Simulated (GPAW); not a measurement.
# Ballistic transport through hexatriene-1,6-dithiol between two Ag chains, cheap and dear, part 2 of 3

Wanted: the zero-bias transmission of hexatriene-1,6-dithiol between two Ag chains on a ladder of levels, with run times.

GPAW 26.7.0; GPAW LCAO, PAW setups; Landauer transmission from Green's functions with principal layers (ASE), zero bias.

So far, transmission at the Fermi level (one spin): step 2 (GPAW, dzp) 1.3e-5; step 3 (basis szp(dzp)) 1.1e-5; step 4 (basis sz(dzp)) 8.3e-6. Also open channels of the lead at the Fermi level (one spin): step 3 1.

## (5) RPBE in the dzp basis: xc = "RPBE"

Back in the dzp basis, the functional changes from PBE to RPBE, to set the spread between functionals beside that between bases.

Input file run.py:

```python
import json
import numpy as np
from ase import Atoms
from ase.transport.calculators import TransportCalculator
from gpaw import GPAW, FermiDirac
from gpaw.lcao.tools import get_lcao_hamiltonian
from scipy.linalg import eigh

# The junction with lead layers at both ends, along the third cell vector
device = Atoms(
    ['Ag', 'Ag', 'Ag', 'Ag', 'Ag', 'Ag', 'S', 'C', 'H', 'H', 'C', 'C', 'H', 'H', 'C', 'C', 'H', 'H', 'C', 'S', 'Ag', 'Ag', 'Ag', 'Ag', 'Ag', 'Ag'],
    positions=[
        [5.74623, 4.50000, 1.33000],
        [5.74623, 4.50000, 3.99000],
        [5.74623, 4.50000, 6.65000],
        [5.74623, 4.50000, 9.31000],
        [5.74623, 4.50000, 11.97000],
        [5.74623, 4.50000, 14.63000],
        [4.38967, 4.49998, 16.65814],
        [4.25746, 4.49998, 18.38274],
        [6.33116, 4.49999, 18.77873],
        [3.25001, 4.49997, 18.78920],
        [5.32525, 4.49998, 19.19295],
        [5.21272, 4.49998, 20.63624],
        [7.28439, 4.49999, 21.03053],
        [4.20808, 4.49998, 21.05554],
        [6.27975, 4.49998, 21.44982],
        [6.16721, 4.49998, 22.89312],
        [8.24245, 4.49998, 23.29687],
        [5.16131, 4.49998, 23.30734],
        [7.23500, 4.49998, 23.70333],
        [7.10279, 4.49997, 25.42793],
        [5.74623, 4.50000, 27.45607],
        [5.74623, 4.50000, 30.11607],
        [5.74623, 4.50000, 32.77607],
        [5.74623, 4.50000, 35.43607],
        [5.74623, 4.50000, 38.09607],
        [5.74623, 4.50000, 40.75607]],
    cell=[[11.49245, 0.0, 0.0], [0.0, 9.0, 0.0], [0.0, 0.0, 42.08607]],
    pbc=True)

# One principal layer of the lead: the first 4 atoms of the device
lead = Atoms(
    ['Ag', 'Ag', 'Ag', 'Ag'],
    positions=[
        [5.74623, 4.50000, 1.33000],
        [5.74623, 4.50000, 3.99000],
        [5.74623, 4.50000, 6.65000],
        [5.74623, 4.50000, 9.31000]],
    cell=[[11.49245, 0.0, 0.0], [0.0, 9.0, 0.0], [0.0, 0.0, 10.64]],
    pbc=True)

settings = dict(mode='lcao', basis='dzp', xc='RPBE', h=0.2,
                occupations=FermiDirac(0.1), maxiter=250,
                mixer=dict(beta=0.1, nmaxold=8, weight=100.0),
                convergence=dict(density=0.0001))
energies = np.arange(-3, 3 + 1e-9, 0.075)
eta = 0.0001
n1, n2 = 1, 1
# k and -k transmit alike, so half of the mesh across the current serves
mesh = [(i, j) for i in range(n1) for j in range(n2) if (i, j) <= (-i % n1, -j % n2)]
weights = np.array([1 if (i, j) == (-i % n1, -j % n2) else 2 for i, j in mesh]) / (n1 * n2)


def ground_state(atoms, size, txt):
    atoms.calc = GPAW(kpts={'size': size, 'gamma': True}, symmetry={'tolerance': 1e-3}, txt=txt, **settings)
    atoms.get_potential_energy()
    return atoms.calc.get_fermi_level()


def blocks(atoms, fermi, points, nz, cells):
    """H - E_F S and S between cell 0 and the cells above it, at each point across the current."""
    kz = np.arange(nz) / nz
    calc = atoms.calc.fixed_density(kpts=[(*k, z) for k in points for z in kz], symmetry='off', txt=None)
    H, S = get_lcao_hamiltonian(calc)
    H = (H - fermi * S).reshape(len(H), len(points), nz, *S.shape[1:])
    S = S.reshape(H.shape[1:])
    phases = [np.exp(-2j * np.pi * kz * R) / nz for R in cells]
    return [(np.einsum('skzij,z->ksij', H, p), np.einsum('kzij,z->kij', S, p)) for p in phases]


def pair(a, b):
    return np.block([[a, b], [b.T.conj(), a]])


def count_channels(h, s, cells, nk=240):
    """Half the number of times that the lead's bands cross each energy, unfolded to its shortest repeat."""
    b = len(h) // cells
    bands = []
    for k in (np.arange(nk + 1) + 0.5) / nk:
        hk, sk = h[:b, :b].copy(), s[:b, :b].copy()
        for R in range(1, cells):
            phase, block = np.exp(2j * np.pi * k * R), slice(R * b, (R + 1) * b)
            hk += h[:b, block] * phase + (h[:b, block] * phase).T.conj()
            sk += s[:b, block] * phase + (s[:b, block] * phase).T.conj()
        w, u = eigh(sk)
        x = u[:, w > 1e-5] / w[w > 1e-5]**0.5  # drop near-dependent combinations
        bands.append(np.r_[eigh(x.T.conj() @ hk @ x, eigvals_only=True), [1e9] * (w <= 1e-5).sum()])
    below = np.array(bands)[:, :, None] < energies
    return (below[1:] != below[:-1]).sum((0, 1)) / 2


fermi_lead = ground_state(lead, (1, 1, 11), 'lead.txt')
fermi_device = ground_state(device, (1, 1, 2), 'device.txt')
T, channels, eigen, tail, misfit, shifts = [], [], [], 0.0, 0.0, []
for first in range(0, len(mesh), 164):
    points = [(i / n1, j / n2) for i, j in mesh[first:first + 164]]
    (H0k, S0k), (H1k, S1k), (H2k, _) = blocks(lead, fermi_lead, points, 5, range(3))
    [(Hk, Sk)] = blocks(device, fermi_device, points, 2, [0])
    tail = max(tail, abs(H2k).max())
    for H0, S0, H1, S1, H, S in zip(H0k, S0k, H1k, S1k, Hk, Sk):
        n = len(S0)
        # Shift the lead onto the potential of the device's first layer
        shift = ((H[:, 0, 0] - H0[:, 0, 0]) / S0[0, 0]).real.mean()
        shifts.append(shift)
        misfit = max(misfit, abs(H[:, :n, :n] - H0 - shift * S0).max())
        Tk, Ck, Ek = [], [], []
        for s in range(len(H)):
            t = s % len(H0)  # a lead without moments serves both spins
            h1, s1 = pair(H0[t] + shift * S0, H1[t] + shift * S1), pair(S0, S1)
            leads = dict(h1=h1, s1=s1, energies=energies, eta=eta, eta1=eta, eta2=eta)
            calc = TransportCalculator(h=H[s], s=S, eigenchannels=3, **leads)
            Tk.append(calc.get_transmission())
            Ek.append(np.sort(calc.eigenchannels_ne, axis=0)[::-1])
            Ck.append(count_channels(h1, s1, 8))
        T.append(Tk)
        channels.append(Ck)
        eigen.append(Ek)
T, channels = np.array(T), np.array(channels)
mean, open_channels = np.einsum('kse,k->se', T, weights), np.einsum('kse,k->se', channels, weights)

print(f'basis functions: device {len(S)}, principal layer {n}')
print(f'Fermi level: lead {fermi_lead:.4f} eV, device {fermi_device:.4f} eV; lead shifted by {np.mean(shifts):.4f} eV')
print(f'largest coupling past the next layer {tail:.2e} eV, largest misfit of the first layer {misfit:.3f} eV')
print('  E-E_F (eV)   ' + 'T (one spin)  channels')
for e, t, c in zip(energies, mean.T, open_channels.T):
    print(f'{e:10.3f}  ', *[f'{x:11.4e}' for x in t], *[f'{x:9.4f}' for x in c])

kT = 8.617333e-5 * 300
fine = np.linspace(energies[0], energies[-1], 4001)
both = np.exp(np.interp(fine, energies, np.log(np.maximum(mean.sum(0) * 2 / len(mean), 1e-30))))
fermi = lambda mu: 1 / (1 + np.exp(np.clip((fine - mu) / kT, -200, 200)))
slope = fermi(0) * (1 - fermi(0)) / kT
G = np.trapezoid(both * slope, fine) / 2
seebeck = -np.trapezoid(both * slope * fine, fine) / (2 * G * 300) * 1e6
print(f'conductance at 300 K: {G:.5g} G0 a cell; thermopower {seebeck:.4g} uV/K')
bias = [0.1, 0.2, 0.5, 1.0, 1.5, 2.0]
current = [38.74 * np.trapezoid(both * (fermi(V / 2) - fermi(-V / 2)), fine) for V in bias]
for V, I in zip(bias, current):
    print(f'current from the zero-bias T(E) at {V} V: {I:.5g} uA')
zero = abs(energies).argmin()
json.dump(dict(energies=energies.tolist(), T=mean.tolist(), channels=open_channels.tolist(), G=G, seebeck=seebeck,
               bias=bias, current=current, tail=tail, misfit=misfit, shift=np.mean(shifts), n_device=len(S), n_lead=n,
               fermi=[fermi_lead, fermi_device], energy=device.get_potential_energy(),
               moments=device.get_magnetic_moments().tolist(), mesh=mesh, weights=weights.tolist(),
               T_k=T[:, :, zero].tolist(), eigen=np.array(eigen[0]).tolist()), open('result.json', 'w'))
```

Started as:

```
$ OMP_NUM_THREADS=1 OPENBLAS_NUM_THREADS=1 python run.py
```

Elapsed: 2.1 min, on 1 thread of Arm Neoverse V1, shared host; peak memory 1.8 GiB.

Numbers from this step:

```yaml
conductance: 1.22e-5 G₀
thermopower: -3.580 μV/K
largest_coupling_past_the_next_principal_layer: 3.60e-5 eV
largest_misfit_of_the_first_principal_layer: 0.1873 eV
shift_that_aligns_the_lead: 0.01081 eV
basis_functions_of_the_junction: 458
basis_functions_of_a_principal_layer: 108
transmission_at_the_fermi_level_one_spin: 1.23e-5
```

One spin. Transmission, zone mean against energy, zero at the Fermi level:

```
energy (eV)  transmission, zone mean
      -3.00                    0.383
      -2.85                    0.289
      -2.77                   0.0674
      -2.55                    0.466
      -2.48                    0.573
      -2.40                    0.208
      -2.17                   0.0605
      -1.95                   0.0261
      -1.73                   8.1e-6
      -1.57                        0
      -1.35                        0
      -1.12                        0
      -0.97                    0.914
      -0.90                    0.123
      -0.75                   2.6e-4
      -0.53                   8.9e-6
      -0.30                   8.0e-6
      -0.07                   1.2e-5
       0.00                   1.2e-5
       0.07                   1.2e-5
       0.30                   1.2e-5
       0.53                   1.1e-5
       0.75                   1.1e-5
       0.90                   1.1e-5
       1.12                   1.1e-5
       1.35                   1.2e-5
       1.57                   1.2e-5
       1.73                   1.2e-5
       1.95                   1.2e-5
       2.17                   1.2e-5
       2.40                   1.1e-5
       2.55                   1.0e-5
       2.77                   8.3e-6
       3.00                   8.7e-4
```

The conductance, 1.2e-5 G₀, lies 7.5 % below that of the dzp run.

## (6) The ladder

Times are for 1 thread of Arm Neoverse V1, shared host. The runs compared:

```
no.       run  conductance (G₀)     time  memory (GiB)
  1       dzp           1.31e-5  2.1 min           1.8
  2       szp           1.05e-5     78 s           1.7
  3        sz           8.25e-6     64 s           1.6
  4  dzp RPBE           1.22e-5  2.1 min           1.8
```

## (7) The levels side by side

The curves are compared point by point over the common energies.

This step: comparison of transmission and cost over codes and levels (GPAW 26.7.0).

Ladder, by row:

```
    step  code  T at the Fermi level (sum over the listed spins)  conductance (G0)  r.m.s. T(E) from the first  wall time (s)  peak memory (GiB)  threads
     dzp  GPAW                                           1.33e-5           1.31e-5                           0          126.9               1.75        1
     szp  GPAW                                           1.06e-5           1.05e-5                      0.1171          77.78                1.7        1
      sz  GPAW                                           8.25e-6           8.25e-6                      0.1737          64.02               1.62        1
dzp-RPBE  GPAW                                           1.23e-5           1.22e-5                       0.102          127.6               1.75        1
```

The transmission, zone mean, sum over the listed spins by energy, zero at the Fermi level:

```
energy (eV)      dzp      szp       sz  dzp-RPBE
      -3.00    0.214    0.176    0.413     0.383
      -2.92    0.529   0.0125    0.354   0.00332
      -2.77    0.196   0.0319    0.473    0.0674
      -2.55    0.245    0.491   0.0905     0.466
      -2.48    0.608    0.118   0.0402     0.573
      -2.25   0.0760   0.0283   0.0106     0.107
      -2.02   0.0378   0.0199   0.0213    0.0383
      -1.80  0.00746  0.00973   0.0239    1.8e-5
      -1.57  3.7e-13   3.3e-7  0.00599   1.4e-16
      -1.35  2.8e-16  1.5e-17  7.7e-15   4.0e-16
      -1.05   7.1e-4   9.7e-6  3.1e-10   0.00375
      -0.90    0.433  0.00575   2.2e-4     0.123
      -0.82  0.00528    0.341  0.00106   0.00246
      -0.60   2.5e-5   3.6e-4   0.0240    1.7e-5
      -0.38   8.2e-6   1.7e-5   2.7e-5    7.0e-6
      -0.15   1.2e-5   1.1e-5   8.4e-6    1.1e-5
       0.00   1.3e-5   1.1e-5   8.3e-6    1.2e-5
       0.15   1.3e-5   1.0e-5   8.2e-6    1.2e-5
       0.38   1.2e-5   9.5e-6   8.0e-6    1.2e-5
       0.60   1.1e-5   9.3e-6   8.1e-6    1.1e-5
       0.82   1.1e-5   9.6e-6   8.5e-6    1.1e-5
       1.05   1.1e-5   1.0e-5   9.1e-6    1.1e-5
       1.35   1.2e-5   1.2e-5   1.0e-5    1.2e-5
       1.57   1.3e-5   1.3e-5   1.1e-5    1.2e-5
       1.80   1.3e-5   1.4e-5   1.1e-5    1.2e-5
       2.02   1.3e-5   1.4e-5   1.1e-5    1.2e-5
       2.25   1.3e-5   1.5e-5   1.1e-5    1.2e-5
       2.55   1.2e-5   1.4e-5   1.0e-5    1.0e-5
       2.77   1.0e-5   1.3e-5   8.8e-6    8.3e-6
       3.00   7.5e-5   2.8e-5   9.6e-6    8.7e-4
```

## (8) Functional LDA, SCF mesh 1×1×6: xc = "LDA" and scf_mesh = [1, 1, 6]

The functional moves levels against the Fermi level. The SCF mesh sets the Fermi level of the repeated cell.

This step: GPAW LCAO, PAW setups; Landauer transmission from Green's functions with principal layers (ASE), zero bias (GPAW 26.7.0).

Changes to run.py since step 5:

```diff
@@ -52,3 +52,3 @@
 
-settings = dict(mode='lcao', basis='dzp', xc='RPBE', h=0.2,
+settings = dict(mode='lcao', basis='dzp', xc='LDA', h=0.2,
                 occupations=FermiDirac(0.1), maxiter=250,
@@ -103,3 +103,3 @@
 fermi_lead = ground_state(lead, (1, 1, 11), 'lead.txt')
-fermi_device = ground_state(device, (1, 1, 2), 'device.txt')
+fermi_device = ground_state(device, (1, 1, 6), 'device.txt')
 T, channels, eigen, tail, misfit, shifts = [], [], [], 0.0, 0.0, []
```

Elapsed: 2.4 min, on 1 thread; peak memory 1.8 GiB.

Numbers from this step:

- conductance: 1.56e-5 G₀
- largest coupling past the next principal layer: 3.39e-5 eV
- largest misfit of the first principal layer: 0.2077 eV
- shift that aligns the lead: 0.008573 eV
- transmission at the Fermi level (one spin): 1.57e-5

One spin. Transmission, zone mean against energy, zero at the Fermi level:

```
energy (eV)  transmission, zone mean
      -3.00                    0.193
      -2.85                    0.428
      -2.77                  0.00458
      -2.70                    0.200
      -2.55                   0.0928
      -2.48                    0.752
      -2.40                    0.100
      -2.17                   0.0423
      -2.02                    0.401
      -1.95                   0.0298
      -1.73                   0.0151
      -1.57                   1.0e-5
      -1.35                        0
      -1.12                        0
      -0.90                    0.987
      -0.75                  0.00195
      -0.53                   2.5e-5
      -0.30                   1.2e-5
      -0.07                   1.5e-5
       0.00                   1.6e-5
       0.07                   1.6e-5
       0.30                   1.4e-5
       0.53                   1.2e-5
       0.75                   1.2e-5
       0.90                   1.2e-5
       1.12                   1.2e-5
       1.35                   1.3e-5
       1.57                   1.4e-5
       1.73                   1.4e-5
       1.95                   1.4e-5
       2.17                   1.4e-5
       2.40                   1.4e-5
       2.55                   1.4e-5
       2.77                   1.2e-5
       3.00                   9.4e-6
```

Crossings of the lead's bands, unfolded to its shortest repeat. Table of open channels, zone mean by energy, zero at the Fermi level:

```
energy (eV)  open channels, zone mean
    -3.0000                         3
    -2.7750                         3
    -2.4750                         3
    -2.2500                         5
    -2.0250                         3
    -1.7250                         3
    -1.5000                         1
    -1.2750                         0
    -0.9750                         1
    -0.7500                         1
    -0.5250                         1
    -0.2250                         1
     0.0000                         1
     0.2250                         1
     0.5250                         1
     0.7500                         1
     0.9750                         1
     1.2750                         1
     1.5000                         1
     1.7250                         1
     2.0250                         1
     2.2500                         1
     2.4750                         1
     2.7750                         1
     3.0000                         1
```

Not self-consistent under bias; the bias window is split evenly. Table of current through one cell, from the zero-bias transmission by bias:

```
bias (V)  current through one cell, from the zero-bias transmission (μA)
   0.100                                                          1.2e-4
   0.200                                                          2.4e-4
   0.500                                                          5.8e-4
   1.000                                                         0.00113
   1.500                                                          0.0324
   2.000                                                            3.47
```

The transmission of the three most open eigenchannels by energy, zero at the Fermi level:

```
energy (eV)  channel 1  channel 2  channel 3
      -3.00      0.165     0.0280     1.5e-6
      -2.85      0.403     0.0248     2.3e-6
      -2.70      0.199    0.00143     1.3e-7
      -2.55     0.0842    0.00862     3.7e-7
      -2.33     0.0508    0.00210     7.6e-7
      -2.17     0.0406    0.00178     1.2e-6
      -2.02      0.399    0.00137     2.5e-6
      -1.88     0.0258     8.9e-4     1.9e-6
      -1.73     0.0147     4.2e-4     2.0e-6
      -1.57     1.0e-5    5.8e-12          0
      -1.35          0          0          0
      -1.20          0          0          0
      -1.05    1.8e-10          0          0
      -0.90      0.987          0          0
      -0.75    0.00195          0          0
      -0.60     6.6e-5          0          0
      -0.38     1.2e-5          0          0
      -0.23     1.3e-5          0          0
      -0.07     1.5e-5          0          0
       0.00     1.6e-5          0          0
       0.07     1.6e-5          0          0
       0.23     1.5e-5          0          0
       0.38     1.3e-5          0          0
       0.60     1.2e-5          0          0
       0.75     1.2e-5          0          0
       0.90     1.2e-5          0          0
       1.05     1.2e-5          0          0
       1.20     1.3e-5          0          0
       1.35     1.3e-5          0          0
       1.57     1.4e-5          0          0
       1.73     1.4e-5          0          0
       1.88     1.4e-5          0          0
       2.02     1.4e-5          0          0
       2.17     1.4e-5          0          0
       2.33     1.4e-5          0          0
       2.55     1.4e-5          0          0
       2.70     1.3e-5          0          0
       2.85     1.2e-5          0          0
       3.00     9.4e-6          0          0
```

The conductance, 1.6e-5 G₀, lies 19 % above that of the dzp run.

(Continued in part 3 of 3.)

[Logs are printed without paths, hosts, clocks, repeated set-up lines and the standing remarks that a program may print on its own settings, such as how far it seeks lower states.]

[Hosts, paths, dates, database ids (printed as entryN), source tags and the programs' standing remarks are cut or masked in the printed files.]
